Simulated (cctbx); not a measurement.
## DyTm2Zn8Co with cctbx, script by script

Library: cctbx 2025.11. The data are simulated by the first script.

## 1. Simulate the data

run.py:

```python
from cctbx import adptbx, crystal, miller, sgtbx, xray
from cctbx.array_family import flex
from iotbx.shelx import hklf
from scitbx import matrix
import scitbx.random

cs = crystal.symmetry(unit_cell=(5.513, 5.513, 25.627, 90, 90, 120), space_group_symbol='Hall: -R 3 2"')  # R-3m
atoms = [  # label, site, U (iso, or U11 U22 U33 U12 U13 U23 in A^2), occupancy
    ("Tm1", (2/3, 1/3, 0.1914), 0.0070, 1),
    ("Dy1", (0, 0, 0), 0.0088, 1),
    ("Zn1", (0.1762, 0.3524, 0.2534), 0.0097, 1),
    ("Zn2", (2/3, 1/3, 0.0053), 0.0117, 1),
    ("Co1", (1/3, 2/3, 0.16667), 0.0121, 1),
]
xs = xray.structure(crystal_symmetry=cs)
for label, site, u, occ in atoms:
    u = adptbx.u_cif_as_u_star(cs.unit_cell(), u) if isinstance(u, tuple) else u
    xs.add_scatterer(xray.scatterer(label, site=site, u=u, occupancy=occ))
xs.set_inelastic_form_factors(1.54184, "sasaki")
xs.show_summary()
p1 = xs.expand_to_p1()
ms = miller.build_set(p1, anomalous_flag=True, d_min=0.83)
flex.set_random_seed(610604)
scitbx.random.set_random_seed(610604)
ms = ms.select(flex.random_double(ms.size()) < 0.5)
i = ms.structure_factors_from_scatterers(p1, algorithm="direct").f_calc().as_intensity_array().data()
i = i / flex.sqrt(1 + 0.1 * i / flex.max(i))  # extinction
i = i * 70000 / flex.max(i)
sig = flex.sqrt(i + flex.pow2(0.015 * i) + 15 ** 2)
noise = scitbx.random.variate(scitbx.random.normal_distribution())(i.size())
data = ms.array(data=i + sig * noise, sigmas=sig).set_observation_type_xray_intensity()
with open("data.hkl", "w") as f:
    data.export_as_shelx_hklf(f)
print("reflections written:", data.size(), " <I/sigma> = %.1f" % flex.mean(data.data() / data.sigmas()))
for h, a, b in list(data.sort("data"))[:12]:
    print("%4d%4d%4d %9.1f %7.1f" % (h + (a, b)))
```

```console
$ python run.py
```

```text
Number of scatterers: 5
At special positions: 5
Unit cell: (5.513, 5.513, 25.627, 90, 90, 120)
Space group: R -3 m :H (No. 166)
reflections written: 2542  <I/sigma> = 11.4
   2   2   0   69468.9  1082.9
  -4   2   0   69456.0  1082.9
   1   1  -6   51973.4   802.3
  -2   1   6   51966.8   802.3
   2  -1   6   51890.4   802.3
   1  -2   6   51799.7   802.3
  -1   2   6   50941.0   802.3
   1   1   6   50815.6   802.3
  -1   2  -6   49477.5   802.3
   0   0  12   45303.1   719.7
   0   0 -12   44749.4   719.7
   2  -2   1   40022.5   644.8
```

Run time: 0.27 s on 1 thread of Arm Neoverse V2, with other jobs on the host, peak memory 0.07 GiB.

## 2. Refinement (right model, isotropic)

run.py:

```python
import math
from cctbx import adptbx, crystal, maptbx, sgtbx, xray
from cctbx.array_family import flex
from cctbx.xray import observations
from iotbx.shelx import hklf
from scitbx.lstbx import normal_eqns_solving
from smtbx import absolute_structure, utils
from smtbx.refinement import constraints, least_squares

cs = crystal.symmetry(unit_cell=(5.513, 5.513, 25.627, 90, 90, 120), space_group_symbol='Hall: -R 3 2"')  # R-3m
atoms = [  # label, site, U (iso, or U11 U22 U33 U12 U13 U23 in A^2), occupancy
    ("Tm1", (2/3, 1/3, 0.1924), 0.0200, 1),
    ("Dy1", (0, 0, 0), 0.0200, 1),
    ("Zn1", (0.1821, 0.3641, 0.2542), 0.0200, 1),
    ("Zn2", (2/3, 1/3, 0.0061), 0.0200, 1),
    ("Co1", (1/3, 2/3, 0.16667), 0.0200, 1),
]
xs = xray.structure(crystal_symmetry=cs)
for label, site, u, occ in atoms:
    u = adptbx.u_cif_as_u_star(cs.unit_cell(), u) if isinstance(u, tuple) else u
    xs.add_scatterer(xray.scatterer(label, site=site, u=u, occupancy=occ))
xs.set_inelastic_form_factors(1.54184, "sasaki")
raw = hklf.reader(file_name="data.hkl").as_miller_arrays(crystal_symmetry=cs, anomalous=True)[0]
merged = raw.eliminate_sys_absent().merge_equivalents()
fo2 = merged.array().set_observation_type_xray_intensity()
print("Rint %.3f, %d unique reflections to %.2f A" % (merged.r_int(), fo2.size(), fo2.d_min()))
for sc in xs.scatterers():
    sc.flags.set_grad_site(True)
    sc.flags.set_grad_u_aniso(sc.flags.use_u_aniso())
    sc.flags.set_grad_u_iso(sc.flags.use_u_iso())
obs = fo2.as_xray_observations()
extra = {}
rep = constraints.reparametrisation(xs, [], utils.connectivity_table(xs), **extra)
ls = least_squares.crystallographic_ls(obs, rep, weighting_scheme=least_squares.mainstream_shelx_weighting(a=0, b=0))
print("cycle     R1     wR2    GooF  max shift (A)")
for cycle in range(8):
    ls.build_up()
    r1, wr2, goof = ls.r1_factor(cutoff_factor=2)[0], ls.wR2(), ls.goof()
    old = xs.sites_cart()
    normal_eqns_solving.levenberg_marquardt_iterations(ls, n_max_iterations=3, tau=1e-06, step_threshold=1e-7)
    big = flex.max((xs.sites_cart() - old).norms())
    print("%4d %7.4f %7.4f %7.3f %9.5f" % (cycle + 1, r1, wr2, goof, big))
    ls.build_up(objective_only=True)
    if abs(ls.wR2() - wr2) < 5e-5 and big < 5e-4:
        break
ls.build_up()
print("final R1 %.4f wR2 %.4f GooF %.3f  parameters %d  data/parameter %.1f" % (ls.r1_factor(cutoff_factor=2)[0], ls.wR2(), ls.goof(), ls.n_parameters, fo2.size() / ls.n_parameters))
cov = ls.covariance_matrix_and_annotations()
su = dict(zip(cov.annotations, (math.sqrt(max(v, 0)) for v in cov.matrix.matrix_packed_u_diagonal())))
a2 = cs.unit_cell().reciprocal_parameters()[0] ** -2
print("atom        x        y        z      Ueq    occ   su(xyz)  su(Uiso or U11)")
for sc in xs.scatterers():
    s = max(su.get(sc.label + k, 0) for k in (".x", ".y", ".z"))
    npd = "" if sc.is_positive_definite_u(cs.unit_cell()) else "  NPD"
    print("%-5s %8.5f %8.5f %8.5f %8.4f %6.3f %8.5f %7.4f%s" % ((sc.label,) + sc.site + (sc.u_iso_or_equiv(cs.unit_cell()), sc.occupancy, s, su.get(sc.label + ".uiso", su.get(sc.label + ".u11", 0) * a2), npd)))
fo = fo2.f_sq_as_f()
fc = fo.structure_factors_from_scatterers(xs, algorithm="direct").f_calc()
diff = fo.f_obs_minus_f_calc(1 / math.sqrt(ls.scale_factor()), fc).average_bijvoet_mates()
m = diff.fft_map(symmetry_flags=maptbx.use_space_group_symmetry, resolution_factor=0.25).apply_volume_scaling()
print("difference map: max %.2f min %.2f rms %.2f" % (m.statistics().max(), m.statistics().min(), m.statistics().sigma()))
peaks = m.peak_search(parameters=maptbx.peak_search_parameters(min_distance_sym_equiv=0.6, max_clusters=6)).all()
near = xs.closest_distances(peaks.sites(), distance_cutoff=4)
sps = cs.special_position_settings(min_distance_sym_equiv=0.5)
for k, (x, h) in enumerate(zip(peaks.sites(), peaks.heights())):
    ss = sps.site_symmetry(x)
    print("Q%-3d %7.4f %7.4f %7.4f %4d %7.2f  %.2f A from %s" % ((k + 1,) + tuple(t % 1 for t in ss.exact_site()) + (ss.multiplicity(), h, near.smallest_distances[k], xs.scatterers()[near.i_seqs[k]].label)))
```

```console
$ python run.py
```

```text
Rint 0.013, 187 unique reflections to 0.83 A
cycle     R1     wR2    GooF  max shift (A)
   1  0.1300  0.3012  23.950   0.05955
   2  0.0068  0.0137   1.087   0.00000
final R1 0.0068 wR2 0.0137 GooF 1.087  parameters 9  data/parameter 20.8
atom        x        y        z      Ueq    occ   su(xyz)  su(Uiso or U11)
Tm1    0.66667  0.33333  0.19140   0.0067  1.000  0.00001  0.0001
Dy1    0.00000  0.00000  0.00000   0.0086  1.000  0.00000  0.0001
Zn1    0.17621  0.35242  0.25339   0.0095  1.000  0.00006  0.0001
Zn2    0.66667  0.33333  0.00532   0.0117  1.000  0.00002  0.0001
Co1    0.33333  0.66667  0.16667   0.0118  1.000  0.00000  0.0002
difference map: max 0.24 min -0.67 rms 0.10
Q1    0.0887  0.1775  0.9473   18    0.25  1.59 A from Dy1
Q2    0.0911  0.1821  0.7203   18    0.24  1.51 A from Zn2
Q3    0.0000  0.0000  0.2505    6    0.23  1.68 A from Zn1
Q4    0.0986  0.1972  0.2300   18    0.22  0.95 A from Zn1
Q5    0.9841  0.1918  0.1954   36    0.22  1.76 A from Tm1
Q6    0.0060  0.3663  0.3892   36    0.22  1.18 A from Zn1
```

Time: 0.42 s.

## 3. Refinement (right model, anisotropic)

run.py, as its changes from the last script of this kind:

```diff
@@ -12,5 +12,5 @@
-    ("Tm1", (2/3, 1/3, 0.1924), 0.0200, 1),
-    ("Dy1", (0, 0, 0), 0.0200, 1),
-    ("Zn1", (0.1821, 0.3641, 0.2542), 0.0200, 1),
-    ("Zn2", (2/3, 1/3, 0.0061), 0.0200, 1),
-    ("Co1", (1/3, 2/3, 0.16667), 0.0200, 1),
+    ("Tm1", (2/3, 1/3, 0.1914), 0.0067, 1),
+    ("Dy1", (0, 0, 0), 0.0086, 1),
+    ("Zn1", (0.17621, 0.35242, 0.25339), 0.0095, 1),
+    ("Zn2", (2/3, 1/3, 0.00532), 0.0117, 1),
+    ("Co1", (1/3, 2/3, 0.16667), 0.0118, 1),
@@ -22,0 +23 @@
+xs.convert_to_anisotropic()
```

```console
$ python run.py
```

```text
Rint 0.013, 187 unique reflections to 0.83 A
cycle     R1     wR2    GooF  max shift (A)
   1  0.0068  0.0137   1.110   0.00022
   2  0.0067  0.0135   1.094   0.00000
final R1 0.0067 wR2 0.0135 GooF 1.094  parameters 16  data/parameter 11.7
atom        x        y        z      Ueq    occ   su(xyz)  su(Uiso or U11)
Tm1    0.66667  0.33333  0.19140   0.0067  1.000  0.00001  0.0001
Dy1    0.00000  0.00000  0.00000   0.0086  1.000  0.00000  0.0001
Zn1    0.17621  0.35242  0.25338   0.0096  1.000  0.00006  0.0001
Zn2    0.66667  0.33333  0.00533   0.0117  1.000  0.00002  0.0002
Co1    0.33333  0.66667  0.16667   0.0118  1.000  0.00000  0.0003
difference map: max 0.23 min -0.66 rms 0.10
Q1    0.0913  0.1826  0.7205   18    0.24  1.52 A from Zn2
Q2    0.0883  0.1765  0.9474   18    0.24  1.59 A from Dy1
Q3    0.0000  0.0000  0.2506    6    0.22  1.68 A from Zn1
Q4    0.0950  0.1899  0.2285   18    0.22  1.00 A from Zn1
Q5    0.0059  0.3662  0.3886   36    0.22  1.19 A from Zn1
Q6    0.9833  0.1914  0.1956   36    0.22  1.76 A from Tm1
```

Time: 0.42 s.

## 4. Refinement

run.py, as its changes from the last script of this kind:

```diff
@@ -12,5 +12,5 @@
-    ("Tm1", (2/3, 1/3, 0.1914), 0.0067, 1),
-    ("Dy1", (0, 0, 0), 0.0086, 1),
-    ("Zn1", (0.17621, 0.35242, 0.25339), 0.0095, 1),
-    ("Zn2", (2/3, 1/3, 0.00532), 0.0117, 1),
-    ("Co1", (1/3, 2/3, 0.16667), 0.0118, 1),
+    ("Tm1", (2/3, 1/3, 0.1909), 0.0200, 1),
+    ("Dy1", (0, 0, 0), 0.0200, 1),
+    ("Zn1", (0.1725, 0.3449, 0.2564), 0.0200, 1),
+    ("Zn2", (2/3, 1/3, 0.025), 0.0200, 1),
+    ("Co1", (1/3, 2/3, 0.16667), 0.0200, 1),
@@ -23 +22,0 @@
-xs.convert_to_anisotropic()
@@ -37 +36 @@
-for cycle in range(8):
+for cycle in range(10):
@@ -41 +40 @@
-    normal_eqns_solving.levenberg_marquardt_iterations(ls, n_max_iterations=3, tau=1e-06, step_threshold=1e-7)
+    normal_eqns_solving.levenberg_marquardt_iterations(ls, n_max_iterations=3, tau=0.0001, step_threshold=1e-7)
```

```console
$ python run.py
```

```text
Rint 0.013, 187 unique reflections to 0.83 A
cycle     R1     wR2    GooF  max shift (A)
   1  0.3256  0.6223  49.482   0.63928
   2  0.1260  0.2999  23.844   0.13499
   3  0.0068  0.0137   1.087   0.00000
final R1 0.0068 wR2 0.0137 GooF 1.087  parameters 9  data/parameter 20.8
atom        x        y        z      Ueq    occ   su(xyz)  su(Uiso or U11)
Tm1    0.66667  0.33333  0.19140   0.0067  1.000  0.00001  0.0001
Dy1    0.00000  0.00000  0.00000   0.0086  1.000  0.00000  0.0001
Zn1    0.17621  0.35242  0.25339   0.0095  1.000  0.00006  0.0001
Zn2    0.66667  0.33333  0.00532   0.0117  1.000  0.00002  0.0001
Co1    0.33333  0.66667  0.16667   0.0118  1.000  0.00000  0.0002
difference map: max 0.24 min -0.67 rms 0.10
Q1    0.0887  0.1775  0.9473   18    0.25  1.59 A from Dy1
Q2    0.0911  0.1821  0.7203   18    0.24  1.51 A from Zn2
Q3    0.0000  0.0000  0.2505    6    0.23  1.68 A from Zn1
Q4    0.0986  0.1972  0.2300   18    0.22  0.95 A from Zn1
Q5    0.9841  0.1918  0.1954   36    0.22  1.76 A from Tm1
Q6    0.0060  0.3663  0.3892   36    0.22  1.18 A from Zn1
```

Time: 0.48 s.

This run holds a fault made on purpose: start far from the minimum.

## 5. Refinement

run.py, as its changes from the last script of this kind:

```diff
@@ -12,5 +12,5 @@
-    ("Tm1", (2/3, 1/3, 0.1909), 0.0200, 1),
-    ("Dy1", (0, 0, 0), 0.0200, 1),
-    ("Zn1", (0.1725, 0.3449, 0.2564), 0.0200, 1),
-    ("Zn2", (2/3, 1/3, 0.025), 0.0200, 1),
-    ("Co1", (1/3, 2/3, 0.16667), 0.0200, 1),
+    ("Tm1", (2/3, 1/3, 0.1914), 0.0067, 1),
+    ("Dy1", (0, 0, 0), 0.0086, 1),
+    ("Zn1", (0.17621, 0.35242, 0.25339), 0.0095, 1),
+    ("Zn2", (2/3, 1/3, 0.00532), 0.0117, 1),
+    ("Co1", (1/3, 2/3, 0.16667), 0.0118, 1),
@@ -22 +22,2 @@
-xs.set_inelastic_form_factors(1.54184, "sasaki")
+xs.set_inelastic_form_factors(0.71073, "sasaki")
+xs.convert_to_anisotropic()
@@ -36 +37 @@
-for cycle in range(10):
+for cycle in range(12):
@@ -40 +41 @@
-    normal_eqns_solving.levenberg_marquardt_iterations(ls, n_max_iterations=3, tau=0.0001, step_threshold=1e-7)
+    normal_eqns_solving.levenberg_marquardt_iterations(ls, n_max_iterations=3, tau=1e-06, step_threshold=1e-7)
```

```console
$ python run.py
```

```text
Rint 0.013, 187 unique reflections to 0.83 A
cycle     R1     wR2    GooF  max shift (A)
   1  0.0603  0.1307  10.600   0.00178
   2  0.0249  0.0627   5.084   0.00001
final R1 0.0249 wR2 0.0627 GooF 5.084  parameters 16  data/parameter 11.7
atom        x        y        z      Ueq    occ   su(xyz)  su(Uiso or U11)
Tm1    0.66667  0.33333  0.19140   0.0106  1.000  0.00003  0.0004
Dy1    0.00000  0.00000  0.00000   0.0158  1.000  0.00000  0.0005
Zn1    0.17633  0.35267  0.25334   0.0099  1.000  0.00029  0.0005
Zn2    0.66667  0.33333  0.00530   0.0114  1.000  0.00009  0.0008
Co1    0.33333  0.66667  0.16667   0.0150  1.000  0.00000  0.0013
difference map: max 1.29 min -2.94 rms 0.36
Q1    0.0385  0.5192  0.1205   18    1.31  1.04 A from Zn1
Q2    0.0000  0.0000  0.4352    6    1.28  1.60 A from Zn1
Q3    0.0428  0.0857  0.3207   18    1.25  0.45 A from Zn2
Q4    0.0057  0.5028  0.0217   18    1.21  1.50 A from Zn1
Q5    0.0208  0.5104  0.7247   18    1.00  1.70 A from Zn1
Q6    0.0704  0.5352  0.6150   18    0.93  1.83 A from Dy1
```

Time: 0.41 s.

This run holds a fault made on purpose: dispersion terms of the wrong wavelength.

## 6. Refinement

run.py, as its changes from the last script of this kind:

```diff
@@ -16 +15,0 @@
-    ("Co1", (1/3, 2/3, 0.16667), 0.0118, 1),
@@ -22 +21 @@
-xs.set_inelastic_form_factors(0.71073, "sasaki")
+xs.set_inelastic_form_factors(1.54184, "sasaki")
```

```console
$ python run.py
```

```text
Rint 0.013, 187 unique reflections to 0.83 A
cycle     R1     wR2    GooF  max shift (A)
   1  0.1770  0.3792  30.585   0.01718
   2  0.1772  0.3506  28.280   0.00083
   3  0.1770  0.3506  28.279   0.00005
final R1 0.1770 wR2 0.3506 GooF 28.279  parameters 14  data/parameter 13.4
atom        x        y        z      Ueq    occ   su(xyz)  su(Uiso or U11)
Tm1    0.66667  0.33333  0.19196   0.0002  1.000  0.00022  0.0024  NPD
Dy1    0.00000  0.00000  0.00000   0.0033  1.000  0.00000  0.0032  NPD
Zn1    0.17548  0.35095  0.25402   0.0014  1.000  0.00151  0.0030  NPD
Zn2    0.66667  0.33333  0.00567   0.0105  1.000  0.00062  0.0056
difference map: max 67.94 min -4.44 rms 2.53
Q1    0.0000  0.0000  0.5000    3   70.52  2.70 A from Zn1
Q2    0.0000  0.0000  0.1495    6   22.11  0.21 A from Tm1
Q3    0.0000  0.0000  0.0000    3   17.80  0.00 A from Dy1
Q4    0.0000  0.0000  0.3307    6   13.40  0.08 A from Zn2
Q5    0.0352  0.5176  0.0818   18    7.00  0.10 A from Zn1
Q6    0.0798  0.5399  0.1671   18    3.49  2.07 A from Tm1
```

It took 0.49 s on 1 thread of Arm Neoverse V2, on a shared host, peak memory 0.09 GiB.

This run holds a fault made on purpose: atom left out: Co1.

[Logs are printed without paths, hosts, clocks, repeated set-up lines and the standing remarks that a program may print on its own settings, such as how far it seeks lower states.]
